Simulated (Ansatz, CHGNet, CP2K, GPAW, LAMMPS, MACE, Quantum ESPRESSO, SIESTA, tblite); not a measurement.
# Running glassy 63GeO2-37Al2O3 (mol %) (112 atoms) with tblite

Aim: run glassy 63GeO2-37Al2O3 (mol %) (112 atoms) in tblite and see how near its forces come to a plane-wave reference, and at what cost.

Main program and level: tblite 0.8.0; the method is named at each step.

### 1. The structure

The cell holds 112 atoms: 19 Ge, 22 Al and 71 O. Cell: a = 11.365 Å, b = 11.365 Å, c = 11.365 Å, α = 90.0°, β = 90.0°, γ = 90.0°. 112 atoms (19 Ge, 22 Al, 71 O) placed at random at 3.4 g/cm³, melted at 4000 K for 10 ps at fixed volume with the Morse and Coulomb pair potential with partial charges (Pedone, Malavasi, Menziani, Cormack and Segre, J. Phys. Chem. B 110, 11780 (2006)). Quenched from 4000 K to 300 K at 20 K/ps and fixed volume, held 10 ps at zero pressure.

The yardstick, on the same geometry:

```
method                                           : Kohn-Sham DFT, PBE, PAW, plane waves (Ansatz 0.2.0); cutoff 420 eV, Γ point, fermi-dirac smearing of 0.05 eV; PAW set soft_2
r.m.s. force component                           : 1.206 eV/Å
longest force                                    : 5.752 eV/Å
pressure                                         : 10.84 GPa
gap (highest filled to lowest empty level) : 2.636 eV
SCF cycles                                       : 9
time                                             : 13 s on 8 threads of Arm Neoverse V2, shared host
CPU time                                         : 99 s
```

### 2. IPEA1-xTB

Method: IPEA1-xTB tight binding, diagonalisation.

File run.py:

```python
import numpy as np
from ase.io import read
from tblite.ase import TBLite

atoms = read("structure.xyz")
atoms.calc = TBLite(method="IPEA1-xTB", electronic_temperature=580, accuracy=1.0, max_iterations=250, mixer_damping=0.4, verbosity=1)
energy = atoms.get_potential_energy()
forces = atoms.get_forces()
print(f"energy {energy:.6f} eV")
print("forces (eV/A)")
for i, (a, f) in enumerate(zip(atoms, forces)):
    print(f"{i:4d} {a.symbol:2s} {f[0]:10.5f} {f[1]:10.5f} {f[2]:10.5f}")
stress = -atoms.get_stress(voigt=False) * 160.21766
print("stress (GPa, compression positive)")
for row in stress:
    print(" ".join(f"{x:10.4f}" for x in row))
print("charges (e)")
print(np.array2string(atoms.get_charges(), precision=4, suppress_small=True, max_line_width=110, threshold=100000))
```

File structure.xyz:

```xyz
112
Lattice="11.36488 0.00000 0.00000 0.00000 11.36488 0.00000 0.00000 0.00000 11.36488" Properties=species:S:1:pos:R:3 pbc="T T T"
Ge 10.49126 1.03432 2.25797
Ge 6.67300 4.10795 2.35321
Ge 2.85509 2.98430 7.05077
Ge 7.22272 1.73985 9.21658
Ge 10.40318 4.24581 3.22001
Ge 8.16328 6.63607 2.96157
Ge 10.65264 0.30810 8.26295
Ge 9.32363 8.67061 0.85123
Ge 1.29094 6.44502 5.29126
Ge 5.64312 4.71358 6.35990
Ge 7.69061 0.09910 0.90396
Ge 2.72359 4.56141 9.86722
Ge 5.57152 9.02565 8.01724
Ge 0.15786 8.88700 3.53630
Ge 4.29445 9.41739 3.90452
Ge 0.00409 5.19807 0.18582
Ge 2.47425 7.63493 8.25602
Ge 7.32512 8.95859 5.18864
Ge 10.26953 8.59174 9.51400
Al 7.05952 7.51628 10.76868
Al 8.30545 0.28287 6.54378
Al 10.19418 5.99418 7.54378
Al 11.11349 3.88702 6.24909
Al 7.15681 6.46468 8.43911
Al 9.89767 3.35264 9.32227
Al 4.07590 6.51765 0.77827
Al 8.01179 4.49276 10.78516
Al 3.56437 1.02295 4.96145
Al 6.69039 1.47584 3.81701
Al 8.11714 2.97726 5.25228
Al 4.12102 6.29864 4.06431
Al 2.49755 10.41341 1.74974
Al 4.43185 0.78486 8.18987
Al 10.16509 10.86767 5.17636
Al 2.27275 3.94816 3.81405
Al 4.08033 0.60529 11.24043
Al 4.60119 9.00224 0.61439
Al 1.37617 8.37251 11.18543
Al 2.06443 10.52524 9.65151
Al 3.91225 3.46413 0.98568
Al 2.35128 1.68962 2.43924
O 7.93291 9.70402 0.71042
O 3.98919 6.14976 2.38924
O 6.72426 5.77972 2.65677
O 3.98407 2.23343 11.26407
O 2.50436 6.10442 9.09656
O 8.51991 7.18579 1.41447
O 5.38866 5.80177 5.05260
O 0.48949 4.13295 4.17387
O 2.54073 2.11728 4.09022
O 3.48913 1.37845 6.79677
O 10.31033 0.17797 3.69109
O 1.67746 8.75244 9.40648
O 8.05611 7.81983 4.17159
O 10.81323 9.05417 11.12758
O 10.88483 7.23556 8.70243
[... 52 atom lines left out ...]
O 11.31317 5.75449 6.19738
O 2.55346 3.46981 2.08125
O 0.84373 1.07796 2.01590
O 5.98929 9.56843 4.41662
```

The run is started by

```
> OMP_NUM_THREADS=1 python run.py > output.txt
```

Output:

```text
------------------------------------------------------------
  cycle        total energy    energy error   density error
------------------------------------------------------------
      1     -401.9908123931  -4.0316019E+02   7.6904148E-01
      2     -406.8970042386  -4.9061918E+00   4.0455449E-01
      3     -387.0747162671   1.9822288E+01   4.2863227E-01
      4     -411.2623088593  -2.4187593E+01   1.8425057E-01
      5     -413.2765016415  -2.0141928E+00   6.3837237E-02
      6     -413.8739569855  -5.9745534E-01   2.5247000E-02
      7     -413.9504949642  -7.6537979E-02   9.0455796E-03
      8     -413.9568305396  -6.3355755E-03   4.2204940E-03
      9     -413.9569664251  -1.3588541E-04   3.3187186E-03
     10     -413.9586863802  -1.7199552E-03   1.1638630E-03
     11     -413.9587505490  -6.4168713E-05   8.8911681E-04
     12     -413.9588478913  -9.7342369E-05   4.4860525E-04
     13     -413.9588717789  -2.3887550E-05   1.0154136E-04
     14     -413.9588713761   4.0273727E-07   9.5408196E-05
     15     -413.9588724667  -1.0905592E-06   5.4270591E-05
     16     -413.9588728921  -4.2543041E-07   9.8640950E-06
------------------------------------------------------------
 total:                                   8.746 sec
energy -11264.394688 eV
forces (eV/A)
   0 Ge    0.26967    1.00552   -0.94385
   1 Ge    0.12130    0.56098   -1.13706
   2 Ge    2.61827   -0.26378    0.23985
   3 Ge    0.32209   -0.08683    1.68530
   4 Ge   -0.02554   -0.48399    1.11560
   5 Ge   -0.05336   -0.30858    0.50328
   6 Ge    1.64865   -0.14043    2.44351
   7 Ge    0.99617    0.06381   -0.31570
   8 Ge   -0.81719    0.56932   -0.08905
   9 Ge    0.24131    0.29300    0.16336
  10 Ge   -0.08847   -0.61032   -1.60853
  11 Ge    0.32216    1.33338    1.38687
  12 Ge   -0.18550    0.04806    1.00915
  13 Ge   -0.25754   -1.69076   -0.33433
  14 Ge    0.57676    0.85832    1.24448
  15 Ge    0.28678    0.16161   -1.06014
  16 Ge   -0.21544   -0.40091    0.25875
  17 Ge   -0.09601   -0.49088    1.76707
  18 Ge   -0.48574   -1.16298    0.28117
  19 Al    0.59673    0.50467    1.33663
  20 Al   -0.29871    0.05235   -1.19319
  21 Al    3.01208    0.39129    1.18633
  22 Al    0.72980    0.45563   -0.37710
  23 Al   -1.05662    0.49700   -0.06653
[...]
104 O    -2.73738    1.19624   -0.53120
 105 O     1.93937   -1.79435   -1.85467
 106 O     1.84729   -0.12777   -0.14959
 107 O    -0.37006    0.67018    2.11001
 108 O    -1.18871   -0.85720   -0.01828
 109 O    -1.08030    0.76601   -0.46387
 110 O    -0.44657   -0.75252   -1.17552
 111 O    -1.16989    2.00275   -1.62626
stress (GPa, compression positive)
   10.9713     0.5956    -0.3929
    0.5956    10.4633    -0.7456
   -0.3929    -0.7456    10.9648
charges (e)
[ 0.2854  0.2981  0.291   0.2896  0.311   0.3047  0.2995  0.3318  0.3056  0.2712  0.2878  0.2909  0.2905
  0.3068  0.2789  0.283   0.3001  0.2929  0.2912  0.6159  0.6216  0.5986  0.6375  0.6147  0.5985  0.5969
  0.6038  0.5776  0.6211  0.5902  0.6082  0.6095  0.5965  0.6122  0.6317  0.5966  0.6085  0.6177  0.6016
  0.5941  0.5985 -0.217  -0.3556 -0.2298 -0.336  -0.2409 -0.2025 -0.2802 -0.2693 -0.3086 -0.2445 -0.2792
 -0.2524 -0.1909 -0.2207 -0.2589 -0.2185 -0.3426 -0.273  -0.269  -0.2182 -0.2983 -0.2431 -0.3337 -0.3263
 -0.2695 -0.2268 -0.2896 -0.2689 -0.3375 -0.3107 -0.3344 -0.2366 -0.2529 -0.2822 -0.2196 -0.2615 -0.2467
 -0.238  -0.2627 -0.2721 -0.2795 -0.2231 -0.2329 -0.2546 -0.2091 -0.2589 -0.277  -0.3105 -0.2506 -0.2799
 -0.3229 -0.3191 -0.2689 -0.2693 -0.2593 -0.2758 -0.2411 -0.3162 -0.3625 -0.2637 -0.2768 -0.2061 -0.2291
 -0.2654 -0.2271 -0.2341 -0.2558 -0.2553 -0.3155 -0.2768 -0.2259]
```

Run time: 9.2 s. Hardware: 1 thread of Arm Neoverse V2, shared host; peak memory 0.16 GiB.

Banners, paths, timers and routine set-up lines are dropped from the logs unmarked, and long logs keep their key lines alone; longer cuts are marked.

Against the reference:

```yaml
r_m_s_force_component: 1.014 eV/Å
r_m_s_difference_of_force_components: 525.7 meV/Å
longest_difference_of_force_vectors: 2942 meV/Å
force_difference_over_r_m_s_force: 43.6 %
slope_of_forces_against_the_reference_s: 0.7582
correlation_of_force_components: 0.9021
pressure: 10.8 GPa
pressure_difference: -0.0386 GPa
```

Length of the force difference by element (eV/Å):

```csv
element,atoms,mean,most
Al,22,0.94,2.4
Ge,19,1.2,2.9
O,71,0.61,1.5
```

Local excerpt of 13 atoms (numbers count through the whole input) about O60, which bears the longest force; x, y, z are measured from there.

```csv
atom,x,y,z,distance (Å),bonds,Mulliken charge (e),Fx,Fy,Fz (eV/Å)
O60,0.00,0.00,0.00,0.00,2,-0.27,-4.13,0.13,-1.60
Ge3,1.54,-0.20,0.43,1.61,4,0.29,2.62,-0.26,0.24
Al23,-1.57,0.70,-0.38,1.76,5,0.64,0.73,0.46,-0.38
O103,1.58,0.21,2.07,2.62,2,-0.21,0.79,-1.35,1.94
O49,-0.83,0.95,-2.45,2.75,3,-0.27,0.38,-0.69,1.02
O89,-2.19,1.06,1.41,2.81,3,-0.31,0.47,0.44,-1.28
O51,2.17,-1.81,0.17,2.83,3,-0.24,0.14,-2.11,-0.44
O98,2.82,0.70,-0.30,2.92,2,-0.24,-0.47,-0.03,-0.87
O109,-1.37,2.57,-0.43,2.94,3,-0.26,-1.19,-0.86,-0.02
O50,1.22,-1.07,-2.53,3.01,3,-0.31,-0.29,0.17,2.04
Al35,0.96,0.76,-2.81,3.06,4,0.63,-1.27,-0.56,-0.38
O72,-2.96,0.08,-1.15,3.18,2,-0.33,1.22,-0.04,0.16
O107,1.25,2.24,-1.95,3.22,3,-0.23,1.85,-0.13,-0.15
```

Atoms are counted from 1 here, from 0 in the log.

Forces lie 44 % from the reference's, at 0.093 times its CPU time (on 1 against 8 cores).

### 3. GFN2-xTB

Method: GFN2-xTB tight binding, diagonalisation.

Changes to run.py since step 2:

```diff
@@ -5,3 +5,3 @@
 atoms = read("structure.xyz")
-atoms.calc = TBLite(method="IPEA1-xTB", electronic_temperature=580, accuracy=1.0, max_iterations=250, mixer_damping=0.4, verbosity=1)
+atoms.calc = TBLite(method="GFN2-xTB", electronic_temperature=580, accuracy=1.0, max_iterations=250, mixer_damping=0.4, verbosity=1)
 energy = atoms.get_potential_energy()
```

structure.xyz is that of step 2.

Output:

```text
------------------------------------------------------------
  cycle        total energy    energy error   density error
------------------------------------------------------------
      1     -343.1573391153  -3.4450051E+02   4.6903544E-01
      2     -346.9931388353  -3.8357997E+00   4.3237019E-01
      3     -352.4524495396  -5.4593107E+00   2.8446124E-01
      4     -354.2695062650  -1.8170567E+00   1.8299820E-01
      5     -352.9327739975   1.3367323E+00   1.5881071E-01
      6     -353.3986568682  -4.6588287E-01   1.2547568E-01
      7     -354.3145682375  -9.1591137E-01   7.6620303E-02
      8     -354.7353126970  -4.2074446E-01   5.0956519E-02
      9     -354.8252537238  -8.9941027E-02   3.1112532E-02
     10     -354.8449677640  -1.9714040E-02   2.5189547E-02
     11     -354.8628932195  -1.7925456E-02   1.4451620E-02
     12     -354.8694453337  -6.5521142E-03   6.8022228E-03
[...]
23     -354.8722076570   1.0311709E-07   9.5338132E-05
     24     -354.8722080961  -4.3907710E-07   5.2965696E-05
     25     -354.8722082061  -1.0996297E-07   3.4090681E-05
     26     -354.8722082509  -4.4869466E-08   2.5482450E-05
     27     -354.8722082703  -1.9380764E-08   1.5640364E-05
------------------------------------------------------------
 total:                                   9.935 sec
energy -9656.564649 eV
forces (eV/A)
   0 Ge    0.03904    0.65444   -0.01935
   1 Ge   -0.24129    0.04644   -1.29525
   2 Ge    2.04544    0.60970    0.19463
   3 Ge   -0.47806   -0.78518    1.17804
   4 Ge    0.19643   -0.57873   -0.33252
   5 Ge   -0.11544   -0.67648    0.53270
   6 Ge    1.77466   -0.17447    2.69682
   7 Ge    0.77378    0.26220    0.49310
   8 Ge   -0.51229    1.02808   -0.13333
   9 Ge    0.61659    1.13931    0.28322
  10 Ge    0.32281    0.14277   -0.72965
  11 Ge   -0.41505    1.52226    0.90091
[...]
107 O    -0.33797    0.60324    0.08819
 108 O    -0.09451   -0.55377   -0.22268
 109 O    -0.41488    0.21944    0.27397
 110 O    -1.17603   -0.42942   -0.43231
 111 O    -0.27898    0.85480   -0.73839
stress (GPa, compression positive)
    2.6999     0.3012    -0.2039
    0.3012     2.2099    -0.4699
   -0.2039    -0.4699     2.5512
charges (e)
[ 0.5745  0.5834  0.5743  0.5759  0.6007  0.5893  0.5793  0.6145  0.5914  0.5642  0.5727  0.5842  0.5732
  0.5729  0.5709  0.5712  0.5775  0.5792  0.5909  0.5197  0.5103  0.4799  0.488   0.4845  0.4977  0.4869
  0.4808  0.4742  0.4592  0.4807  0.4582  0.5023  0.4955  0.4996  0.5542  0.4996  0.4917  0.5218  0.5077
  0.4826  0.5054 -0.3176 -0.3121 -0.3436 -0.3098 -0.3134 -0.3439 -0.3381 -0.3519 -0.2769 -0.2471 -0.3226
 -0.2655 -0.2968 -0.3196 -0.3309 -0.3306 -0.3488 -0.3333 -0.2966 -0.3027 -0.2739 -0.2464 -0.2963 -0.3115
 -0.2891 -0.3488 -0.3427 -0.3207 -0.2917 -0.271  -0.3416 -0.3076 -0.2611 -0.3348 -0.2787 -0.2649 -0.2684
 -0.3957 -0.2886 -0.341  -0.3215 -0.3322 -0.3159 -0.2522 -0.3132 -0.2767 -0.3138 -0.2911 -0.3446 -0.3133
 -0.2744 -0.3038 -0.2977 -0.328  -0.2779 -0.3338 -0.3617 -0.2597 -0.3426 -0.3554 -0.3236 -0.2888 -0.328
 -0.295  -0.3258 -0.2597 -0.3043 -0.2583 -0.2875 -0.3284 -0.3353]
```

Elapsed: 10 s, on 1 thread; peak memory 0.15 GiB.

Against the reference:

```
r.m.s. force component                  : 0.7107 eV/Å
r.m.s. difference of force components   : 683.9 meV/Å
longest difference of force vectors     : 2777 meV/Å
force difference over r.m.s. force      : 56.71 %
slope of forces against the reference's : 0.5128
correlation of force components         : 0.8702
pressure                                : 2.487 GPa
pressure difference                     : -8.351 GPa
```

Against the first run (44 %), the force difference from the reference is 57 %, at 1.1 times the CPU time (27 SCF steps against 16).

### 4. The ladder

Differences are against the plane-wave reference, forces as r.m.s. over components; share is that over the reference's r.m.s. force, slope the least-squares factor from reference forces to these. Total energies of different programs have different zeros and aren't compared.

```csv
run,"Δ force, r.m.s. (meV/Å)",share (%),slope,Δ pressure (GPa),cores,CPU time,memory (GiB)
reference,-,-,-,-,8,99 s,2.2
tblite IPEA1-xTB,526,43.6,0.758,-0.0386,1,9.2 s,0.16
tblite GFN2-xTB,684,56.7,0.513,-8.35,1,10 s,0.15
```

CPU time is summed over cores on a shared host, where runs went side by side, so it is rough. Symmetry, cutoffs, thresholds, outputs and thread counts weren't matched or tuned between programs; memory under MPI is the largest rank's times the ranks.

Mean charges by element (e), by run and scheme:

```csv
run,scheme,Ge,Al,O
reference,Löwdin,+1.64,+1.38,-0.80
tblite IPEA1-xTB,Mulliken,+0.30,+0.61,-0.27
tblite GFN2-xTB,Mulliken,+0.58,+0.49,-0.31
```

The reference's Löwdin charges lack the electrons that the projection spills, 0.042 e an atom on average.

### 5. Summary of results

```yaml
nearest_in_forces: tblite IPEA1-xTB, 44 %
its_cpu_time: 9.2 s
```

**Reading.** Tight binding differs by 44 % (tblite IPEA1-xTB) to 57 % (tblite GFN2-xTB); it is another model, with fitted parameters of its own, and the xTB methods hold dispersion. IPEA1-xTB was fitted to ionisation energies and electron affinities, not to forces or charges. Of the electronic-structure runs that take under half the reference's CPU time, tblite IPEA1-xTB comes nearest, at 44 % in 9.2 s against 99 s. Charges hang on model, scheme and program or settings: among these rows the mean for Ge runs from +0.30 to +1.64 e. Periodic xTB results under one method name differ between programs and library versions. The quench rate of 20 K/ps is many orders above laboratory rates, so the cell is likely richer in defects and strain than a real sample. The network of bonds at the start is that of the classical potential that made the cell, and needn't be the one that DFT or experiment would give. The electronic-structure runs sample only Γ, in a cell whose shortest periodic width is 11 Å.

[Also dropped from logs without a mark: logging warnings of Python, and SIESTA's first energy breakdown and zero terms.]

[Logs are printed without paths, hosts, clocks, repeated set-up lines and the standing remarks that a program may print on its own settings, such as how far it seeks lower states.]

[Hosts, paths, dates, database ids (printed as entryN), source tags and the programs' standing remarks are cut or masked in the printed files.]
